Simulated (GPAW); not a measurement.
Consider ScB2 (P6/mmm).

```xyz
3
Lattice="3.1500 0.0000 0.0000 -1.5750 2.7280 0.0000 0.0000 0.0000 3.5200" Properties=species:S:1:pos:R:3 pbc="T T T"
Sc    0.0000    0.0000    0.0000
B     1.5750    0.9093    1.7600
B     0.0000    1.8187    1.7600
```

Absorber: atom 1, with 12 B at 2.53 Å (12-fold, site symmetry 6/mmm). Method: GPAW, LDA, excited-electron core hole (neutral cell), 18-atom cell with 5.5 Å between holes, 6×6×4 k points, dipole transitions, Gaussian full width 0.9 eV up to 4 eV, rising linearly to 3.5 eV at 25 eV.

Question: Where do the maxima of the Sc K edge fall?

Main maxima up to 30 eV above the zero (height): 9.9 eV (1.05), 15.9 eV (2.38) and 23.3 eV (1.26). A K edge sees empty p states. The first eV above the zero hold little dipole weight, as the lowest empty bands are of d character; the main edge, of 4p character, rises through 0.6 near 8 eV above the zero. The total-energy difference is 4492.58 eV. One term is added: -21.68 eV, since the hole is spin-paired here and a spin-polarised one costs that much less in the free atom (computed apart). The photon energy is then 4470.90 eV. The tabulated edge of the element is 4492 eV. The functional leaves an error in such absolute values: in the free atom LDA prices this hole 12.5 eV below PBE (computed apart), and PBE is itself good to a few eV.

The Sc K spectrum (energy from the lowest empty level; intensity scaled to a mean of 1 over the first 20 eV; polarised curves are means over the symmetry-equivalent atoms):

```csv
E (eV),isotropic,ε ⊥ c,ε ∥ c
-2.00,0.00,0.00,0.00
-1.25,0.00,0.00,0.00
-0.50,0.01,0.02,0.01
0.25,0.07,0.09,0.05
1.00,0.04,0.05,0.02
1.75,0.05,0.05,0.06
2.50,0.09,0.08,0.12
3.25,0.13,0.13,0.13
4.00,0.24,0.21,0.31
4.75,0.30,0.15,0.60
5.50,0.26,0.13,0.52
6.25,0.39,0.40,0.37
7.00,0.57,0.64,0.42
7.75,0.61,0.57,0.67
8.50,0.74,0.70,0.82
9.25,0.97,1.14,0.63
10.00,1.05,1.32,0.51
10.75,0.99,1.19,0.58
11.50,1.01,1.10,0.81
12.25,1.25,1.29,1.16
13.00,1.74,1.85,1.51
13.75,2.12,2.30,1.77
14.50,2.26,2.37,2.03
15.25,2.34,2.32,2.37
16.00,2.38,2.25,2.64
16.75,2.20,1.97,2.65
17.50,1.77,1.47,2.38
18.25,1.31,0.96,2.01
19.00,1.00,0.64,1.73
19.75,0.90,0.53,1.64
20.50,0.96,0.60,1.67
21.25,1.08,0.78,1.67
22.00,1.19,0.98,1.59
22.75,1.25,1.16,1.42
23.50,1.26,1.29,1.19
24.25,1.23,1.36,0.96
25.00,1.18,1.38,0.78
25.75,1.14,1.37,0.68
26.50,1.10,1.32,0.64
27.25,1.06,1.26,0.64
28.00,1.02,1.19,0.67
28.75,0.99,1.13,0.71
29.50,0.98,1.09,0.77
30.25,1.00,1.10,0.82
31.00,1.08,1.19,0.87
31.75,1.21,1.36,0.90
```

Quadrupole 1s→3d transitions, which feed the pre-edge, are not in the dipole spectrum. The holes are only 5.5 Å apart, so the shape is probably not converged with cell size; no larger cell was run here. The mesh is coarse (0.22 Å⁻¹ between points), so small maxima may be mesh ripples. Lifetime broadening is put in by hand, and intensities beyond about 20 eV depend on it and on the partial waves. The structure is a published determination, not relaxed.

[Banner, clock and machine lines of the logs are left out without a mark of their own.]

[Logs are printed without paths, hosts, clocks, repeated set-up lines and the standing remarks that a program may print on its own settings, such as how far it seeks lower states.]

[Hosts, paths, dates, database ids (printed as entryN), source tags and the programs' standing remarks are cut or masked in the printed files.]

[Lists of maxima count a maximum above −3 eV only where it reaches 4 % of the highest in the window and stands out from its surroundings by 2 % of it (1.5 % where it reaches 55 %); shoulders and weaker maxima are passed over, and of the rest the first, up to two pre-edge ones and the few strongest are named.]
